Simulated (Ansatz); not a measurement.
## Formation energy and levels of the substitutional impurity Bi_C in SiC (P6_3mc)

Aim: at which Fermi levels does Bi_C in SiC (P6_3mc) change its charge? The model is a cell of 108 host atoms with 1 C taken out and 1 Bi put in.

Main program and level: Ansatz 0.2.0; place-levels on r2SCAN runs: charge-transition levels and formation energies with image-charge correction and potential alignment at the atomic sites; PAW set soft_1.

**What experiment says.**

For SiC, 6H (bulk crystal, literature), “Charge spill-out and work function of few-layer graphene on SiC(0001)” (2018, arxiv:1806.04908) quotes earlier work: band gap (indirect gap, experimental literature value) 3.03 eV [Literature value cited in passing in the theory part; temperature and measurement method …].

This is a report of a sequence of runs, with most program output left out.

### Step 1. The structure

The cell holds 108 atoms: 54 Si, 53 C and 1 Bi. Its edges and angles: a = 9.236 Å, b = 9.236 Å, c = 15.108 Å, α = 90.0°, β = 90.0°, γ = 120.0°. It derives from SiC (space group P6_3mc). Nearest the centre at fractional (0.556, 0.444, 0.542): Bi59 at 0.00 Å, Si89 at 1.89 Å, Si53 at 1.89 Å, Si101 at 1.89 Å, Si51 at 1.89 Å, C23 at 3.08 Å, C47 at 3.08 Å, C11 at 3.08 Å.

The host's dielectric constants go in as inputs: (7.09, 7.09, 7.35) for the electrons alone, (10.43, 10.43, 10.95) with the ions, computed on the host (DFPT, PBEsol, on the r2SCAN cell), and a cell off the functional's own equilibrium shifts the ionic part.

The cell's shortest repeat is 9.2 Å.

### Step 2. Charge states

A transition level is the Fermi level at which two charge states cost the same, so each charge needs its own total energy, at its own relaxed structure.

Each atom starts 0.05 Å or so off its site in a random direction: a symmetric start keeps its symmetry, and would miss off-centre moves and Jahn–Teller distortions. Forces are taken at one point at (¼, ¼, ¼). The cell holds 1 electron more than the neutral one, with a uniform background that keeps it neutral on the whole.

The sampling was tested on the host first: at the k-points planned (1x1x1 shifted 0.25 0.25 0.25) its energy lies -0.041 eV an atom from the dense-mesh value, a large miss, so this sampling is coarse for the host.

One of the inputs; charge, spin and start change from state to state.

qm1.relax/input.yaml reads:

```yaml
crystal:
  lattice:
    - [3.07866498, 0.0, 0.0]
    - [-1.53933249, 2.66620208, 0.0]
    - [0.0, 0.0, 15.1078644]
  atoms:
    - { symbol: Si, position: [0.33333333, 0.66666667, 0.8329854] }
    - { symbol: Si, position: [0.66666667, 0.33333333, 0.3329854] }
    - { symbol: Si, position: [0.66666667, 0.33333333, 0.66650102] }
    - { symbol: Si, position: [0.33333333, 0.66666667, 0.16650102] }
    - { symbol: Si, position: [0.0, 0.0, 0.49972248] }
    - { symbol: Si, position: [0.0, 0.0, 0.99972248] }
    - { symbol: C, position: [0.0, 0.0, 0.87436694] }
    - { symbol: C, position: [0.0, 0.0, 0.37436694] }
    - { symbol: C, position: [0.33333333, 0.66666667, 0.70799668] }
    - { symbol: C, position: [0.66666667, 0.33333333, 0.20799668] }
    - { symbol: C, position: [0.66666667, 0.33333333, 0.54152848] }
    - { symbol: C, position: [0.33333333, 0.66666667, 0.04152848] }
  supercell: [3, 3, 1]
  defects: [{ substitution: { at: 58, symbol: Bi } }]
total_charge: -1
basis:
  ecutwfc: 500
  xc_grid: 2
hamiltonian:
  xc: r2scan
  pseudopotentials: { kind: paw, azcp: { folder: soft_1 } }
kpoints:
  mp_grid: { grid: [1, 1, 1], shift: [0.25, 0.25, 0.25] }
scf:
  occupations: { method: fixed }
  max_iter: 80
output:
  forces: true
  charged_corrections:
    epsilon: [7.09, 7.09, 7.35]
    static_epsilon: [10.43, 10.43, 10.95]
relax:
  f_tol: 0.02
  max_steps: 80
  random_displacement: { amplitude: 0.05, seed: 9023 }
checkpoint:
  write: "../qm1.relax.run"
  compress: false
  write_wavefunctions: true
  write_every: 100000
```

The run is started by

```console
> ansatz run input.yaml --threads 8 --pin off --max-ram 15073MiB --backend cpu --events-out ev --progress --plain --runs-dir out
```

The relaxed structure is kept and the sampling changed to a 2×2×2 shifted mesh.

The run of this state that the levels use, under r2SCAN:

qm1.point/input.yaml reads:

```yaml
crystal:
  checkpoint: "../qm1.relax.run"
  host: checkpoint
total_charge: -1
basis:
  ecutwfc: 500
  xc_grid: 2
hamiltonian:
  xc: r2scan
  pseudopotentials: { kind: paw, azcp: { folder: soft_1 } }
kpoints:
  mp_grid: { grid: [2, 2, 2], shift: [0.5, 0.5, 0.5] }
scf:
  occupations: { method: fermi_dirac, width: 0.01 }
  max_iter: 80
output:
  forces: true
  eigenvalues: true
  charged_corrections:
    epsilon: [7.09, 7.09, 7.35]
    static_epsilon: [10.43, 10.43, 10.95]
    defect_position: [0.555556, 0.444444, 0.541528]
  eigenstates: { localisation: true }
  populations: true
  band_densities: [{ bands: [v1, v1] }, { bands: [c1, c1] }]
  write_density: true
  write_potential: true
  volumetric_format: npy
  elf: true
checkpoint:
  read: "../qm1.relax.run"
  write: "../qm1.point.run"
  compress: false
  write_wavefunctions: false
  write_every: 100000
```

Relaxations under r2SCAN at one point at (¼, ¼, ¼); times on 8 threads of Arm Neoverse V2, shared host:

```csv
charge,moment (μB),occupations,outcome,steps,largest displacement against the far atoms (Å),time
−1,0,fixed,converged,8,0.57,2 min
0,1,fixed,converged,10,0.53,5 min
+1,0,fixed,converged,6,0.50,94 s
−1,2,fixed,converged,7,0.52,4.4 min
```

Single points under r2SCAN at a 2×2×2 shifted mesh; times on 8 threads of Arm Neoverse V2, shared host:

```csv
charge,moment (μB),occupations,outcome,time
−1,0,fermi-dirac,converged,1.7 min
0,1,fermi-dirac,converged,4.2 min
+1,0,fermi-dirac,converged,95 s
−1,2,fermi-dirac,converged,3.9 min
```

Distances (Å) from Bi59 to the nearest atoms after relaxation with r2SCAN:

| charge | moment (μB) | 1. | 2. | 3. | 4. | 5. | 6. |
| --- | --- | --- | --- | --- | --- | --- | --- |
| −1 | 0 | Si 2.35 | Si 2.37 | Si 2.37 | Si 2.38 | C 3.10 | C 3.10 |
| −1 | 2 | Si 2.35 | Si 2.35 | Si 2.35 | Si 2.36 | C 3.12 | C 3.12 |
| 0 | 1 | Si 2.34 | Si 2.35 | Si 2.35 | Si 2.36 | C 3.11 | C 3.11 |
| +1 | 0 | Si 2.33 | Si 2.33 | Si 2.33 | Si 2.33 | C 3.13 | C 3.13 |

### Step 3. Placing the levels, r2SCAN

A charged cell interacts with its images and the background, and its potential has another zero than the host's. place-levels removes the first by a point-charge model, screened by the static dielectric constant since the ions have relaxed around the charge, and the second by comparing potentials at atoms far from the defect.

The host is a run of the defect-free crystal in the same cutoffs, grids and k-points, so that basis and sampling errors cancel in part in the differences. The host is run in a cell of 12 atoms on a matching mesh. Its band edges are searched through the zone by a band path, so the gap is smaller than, or equal to, that on the mesh. Chemical potentials are energies per atom of C (diamond) and Bi (A7 rhombohedral), run with the same functional and cutoff. Carbon is taken as diamond, which semilocal functionals can put about 0.1 eV an atom over graphite.

levels.point.yaml reads:

```yaml
host:
  run: host.point.run
states: [qm1.point.run, q0_M1.point.run, qp1.point.run, qm1_M2.point.run]
geometry_from:
  qm1.point.run: qm1.relax.run
  q0_M1.point.run: q0_M1.relax.run
  qp1.point.run: qp1.relax.run
  qm1_M2.point.run: qm1_M2.relax.run
  host.point.run: host.relax.run
chemical_potentials:
  C:
    energy: -251.553391
    dataset: "<sha256 of the dataset>"
  Bi:
    energy: -12413.333252
    dataset: "<sha256 of the dataset>"
epsilon: [7.09, 7.09, 7.35]
static_epsilon: [10.43, 10.43, 10.95]
vertical:
  - { from: qm1.point.run, to: qm1.point_neutral.run }
  - { from: qp1.point.run, to: qp1.point_neutral.run }
  - { from: qm1_M2.point.run, to: qm1_M2.point_neutral.run }
```

The run is started by

```console
> ansatz place-levels levels.point.yaml -- --threads 8 --pin off --max-ram 15073MiB
```

It took 0.49 s on 8 threads of Arm Neoverse V2, shared host.

Levels between the charges placed, in eV above the valence top:

|  | gap (eV) | (+1/0) | (0/−1) |
| --- | --- | --- | --- |
| r2SCAN | 2.37 | 2.21 | 2.50 |

Corrections by state:

```csv
charge,moment (μB),image terms and alignment (eV),band filling (eV),ε used,"over the lowest of its charge, as the program ranks them, band filling apart (eV)"
+1,0.0,0.470,-,"principal values (10.43, 10.43, 10.95)",0.000
0,1.0,0.000,-,-,0.000
−1,0.0,-0.208,-0.077,"principal values (10.43, 10.43, 10.95)",0.000
−1,2.0,-0.263,-,"principal values (10.43, 10.43, 10.95)",0.162
```

The charged structures listed were also run neutral, and place-levels reads from each pair, by the potential or the spins, how wide the charge is by which they differ; that can be the carrier of either run.

```csv
charge,rms radius (Å),spread where it is widest against the cell (Å),wide from (Å),reading
+1,4.4,2.62,1.39,wide
−1,4.7,2.77,1.39,wide
```

The neutral runs of these pairs need not share the spin of the lowest neutral state, and very wide values only mean spread over the cell.

From the program's caveats on the states, each cut to its opening words:

- charge +1: it parts from the run at its places by a charge that spreads by about 2.6 Å along one vector (1.4 Å or more is wide), by its potential at epsilon [7.09, 7.09, [...]
- charge 0 (1 μB): its sublattices stand up to 0.0489 Å off the host's, which by the two runs' forces adds about +0.01 eV to its energy against the host's, and moves the band [...]
- charge 0 (1 μB), −1 (2 μB): flagged: stability check not made
- charge −1: it parts from the run at its places by a charge that spreads by about 2.8 Å along one vector (1.4 Å or more is wide), by its potential at epsilon [7.09, 7.09, [...]
- charge −1: a band-filling correction moves a carrier to the host's band edge, which changes its energy by -0.077 eV
- charge −1: the host's ions (past the first shell or, of a walk that freed a part, those that it held) aren't shown at rest: they stand up to 0.118 Å off their sites, 4.18 [...]
- charge −1: its sublattices stand up to 0.0465 Å off the host's, which by the two runs' forces adds about +0.03 eV to its energy against the host's, and moves the band [...]
- charge −1 (2 μB): it parts from the run at its places by a charge that spreads by about 3.7 Å along one vector (1.4 Å or more is wide), by its potential at epsilon [7.09, 7.09, [...]
- charge −1 (2 μB): its alignment with the host at atomic sites is doubtful: the mean over the far sites moves by -0.1394 eV from their farther parts to their nearer, more than [...]
- charge −1 (2 μB): the host's ions (past the first shell or, of a walk that freed a part, those that it held) aren't shown at rest: they stand up to 0.121 Å off their sites, 4.36 [...]
- charge −1 (2 μB): its sublattices stand up to 0.0538 Å off the host's, which by the two runs' forces adds about +0.02 eV to its energy against the host's, and moves the band [...]
- charge −1 (2 μB): its moments are held at its close (magnetization.spin_locking), by a field of 0.151 eV a Bohr magneton, and its energy and levels are of the state that this [...]

The host's formation energy from the elements is -0.356 eV per atom; it sets how far the chemical potentials can move.

Limit set by the element alone; other compounds of these elements are not counted. Chemical potentials from the elements' reference states: C 0.00 eV, Si -0.71 eV, Bi 0.00 eV. Formation energy by charge state (C-rich; gap 2.37 eV):

```csv
charge,at valence top (eV),at conduction bottom (eV),correction included (eV)
+1,8.53,10.89,0.47
0,10.73,10.73,0.00
−1,13.24,10.87,-0.29
```

Fermi level (eV), lowest formation energy (eV) and a bar from the least value:
```
     0.00       8.53 
     0.22       8.74 ###
     0.43       8.96 ######
     0.65       9.17 #########
     0.86       9.39 ############
     1.08       9.60 ###############
     1.29       9.82 ##################
     1.51      10.03 #####################
     1.72      10.25 #######################
     1.94      10.46 ##########################
     2.15      10.68 #############################
     2.37      10.73 ##############################
```

Limit set by the element alone; other compounds of these elements are not counted. Chemical potentials from the elements' reference states: Si 0.00 eV, C -0.71 eV, Bi 0.00 eV. Formation energy by charge state (Si-rich; gap 2.37 eV):

| charge | at valence top (eV) | at conduction bottom (eV) | correction included (eV) |
| --- | --- | --- | --- |
| +1 | 7.81 | 10.18 | 0.47 |
| 0 | 10.02 | 10.02 | 0.00 |
| −1 | 12.52 | 10.15 | -0.29 |

(Fermi level (eV), lowest formation energy (eV)): (0.00, 7.81), (0.22, 8.03), (0.43, 8.24), (0.65, 8.46), (0.86, 8.67), (1.08, 8.89), (1.29, 9.11), (1.51, 9.32), (1.72, 9.54), (1.94, 9.75), (2.15, 9.97), (2.37, 10.02)

### Step 4. Effect of the sampling

The relaxations' own energies give the levels at their sampling, for comparison.

levels.relax_mesh.yaml reads:

```yaml
host:
  run: host.relax.run
states: [qm1.relax.run, q0_M1.relax.run, qp1.relax.run, qm1_M2.relax.run]
chemical_potentials:
  C:
    energy: -251.553391
    dataset: "<sha256 of the dataset>"
  Bi:
    energy: -12413.333252
    dataset: "<sha256 of the dataset>"
```

The run is started by

```console
> ansatz place-levels levels.relax_mesh.yaml -- --threads 8 --pin off --max-ram 15073MiB
```

Wall time 0.15 s (8 threads).

Levels between neighbouring charges, in eV above the valence top:

```
                        gap (eV)  (+1/0)  (0/−1)
one point at (¼, ¼, ¼)      2.38    2.21    2.50
  a 2×2×2 shifted mesh      2.37    2.21    2.50
```

Going from one point at (¼, ¼, ¼) to a 2×2×2 shifted mesh moves the levels that carry no band-filling term by up to 0.00 eV and formation energies against the elements by up to 0.17 eV; band-filling terms, which differ between samplings, are in these energies.

### Step 5. Outcome

```
gap of the host                                                          : 2.37 eV (r2SCAN)
level (plus 1/0)                                                         : 2.21 eV above the valence top
level (0/minus 1)                                                        : 2.50 eV above the valence top, past the conduction bottom (2.58 eV above the valence top without the band-filling term)
lowest of the charges placed, just above the valence top (0.02 eV)       : +1
lowest of the charges placed, just below the conduction bottom (0.02 eV) : 0
lowest formation energy at mid-gap of the charges run, C-rich            : 9.71 eV
lowest formation energy at mid-gap of the charges run, Si-rich           : 9.00 eV
```

In words: Of the charges placed (−1, 0 and +1), the lowest changes at 2.21 eV (+1/0) above the valence top, in a gap of 2.37 eV. (+1/0) lies nearer to a band edge than the share of the finite-size correction in it (0.47 eV), and that correction holds for a localised charge alone. Charges above +1 were not placed, so these runs say nothing of levels that involve them. States placed: +1 at 0 μB; 0 at 1 μB; −1 at 0 μB and 2 μB. Other spin states or structures, where not listed, weren't placed. The program finds carriers beyond a band edge of the host and adds a band-filling term at charge −1 (-0.08 eV); steps to such a charge show no bound level, and a defect level inside a band would be read the same way. Bi is taken at its element; compounds, which aren't counted here, bound the chemical potentials and would shift these formation energies. Going from one point at (¼, ¼, ¼) to a 2×2×2 shifted mesh moves the levels that carry no band-filling term by up to 0.00 eV and formation energies against the elements by up to 0.17 eV; band-filling terms, which differ between samplings, are in these energies. The program doubts the alignment of potentials for at least one state, a sign that the cell is small. What this leaves open: r2SCAN makes the gap too small and tends to spread out bound carriers; spin–orbit coupling, which can matter with heavy atoms, is left out; force components of up to 0.35 eV/Å remain in a run at the final settings.

Computed beside measured:

| quantity | measured | r2SCAN |
| --- | --- | --- |
| band gap (least gap of the host) (eV) | 3.03 | 2.37 (-0.66 eV) |

Measured values from arxiv:1806.04908 (2018).

How well it matches: The band gap is off by -0.66 eV: a clear miss. Local and semilocal functionals usually give gaps below the measured ones. Zero-point and thermal motion shift the measured gap.

[Logs are printed without paths, hosts, clocks, repeated set-up lines and the standing remarks that a program may print on its own settings, such as how far it seeks lower states.]

[Hosts, paths, dates, database ids (printed as entryN), source tags and the programs' standing remarks are cut or masked in the printed files.]

[Where a table of states has a column of steps, it counts the stored structures, which are thinned; the runs took as many ionic steps or more.]

[A defect's name tells the site on which it was built; relaxed atoms can leave that site.]

[For some hosts the program warned that the k-mesh of the response run may be too coarse for force constants and the static dielectric constant; such warnings are not shown here.]
